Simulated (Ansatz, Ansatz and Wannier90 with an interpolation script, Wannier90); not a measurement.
An input for Ansatz 0.2.0 (TiO2 (Rutile)):

```yaml
crystal:
  lattice:
    - [4.5922, 0.0, 0.0]
    - [0.0, 4.5922, 0.0]
    - [0.0, 0.0, 2.9574]
  atoms:
    - { symbol: Ti, position: [0.0, 0.0, 0.0] }
    - { symbol: Ti, position: [0.5, 0.5, 0.5] }
    - { symbol: O, position: [0.30496, 0.30496, 0.0] }
    - { symbol: O, position: [0.19504, 0.80496, 0.5] }
    - { symbol: O, position: [0.69504, 0.69504, 0.0] }
    - { symbol: O, position: [0.80496, 0.19504, 0.5] }
kpoints:
  mp_grid: { grid: [4, 4, 6] }
hamiltonian:
  xc: lda
scf:
  occupations: { method: fixed }
gw:
  n_empty_bands: 260
  ecut_chi: 150.0
  qp_bands: [v12, c7]
  screening: { model: godby_needs }
```

```sh
ansatz run input.yaml --threads 8 --pin off --max-ram 18432MiB --backend cpu --events-out ev --progress --plain --runs-dir out
```

Q: How long will it take on 8 threads of Arm Neoverse V1, shared host, and how much memory?

It took 6.9 min; on shared hardware allow 3.4 min to 14 min. Peak host memory was 1.3 GiB. The sizes that set the cost: 1217 plane waves a state, 24 irreducible k points, 284 bands summed, 265 plane waves in the screening and 7 SCF cycles.

The screening grows as filled bands × empty bands × pairs of k points, times the square of the screening basis for the matrix.

[Paths, hosts, dates, memory and timing lines, banners, echoed tables and standing remarks are left out of the program output.]

[Logs are printed without paths, hosts, clocks, repeated set-up lines and the standing remarks that a program may print on its own settings, such as how far it seeks lower states.]

[Runs of the session that timed out or met a known fault of the program may be left out.]

[Hosts, paths, dates, database ids (printed as entryN), source tags and the programs' standing remarks are cut or masked in the printed files.]
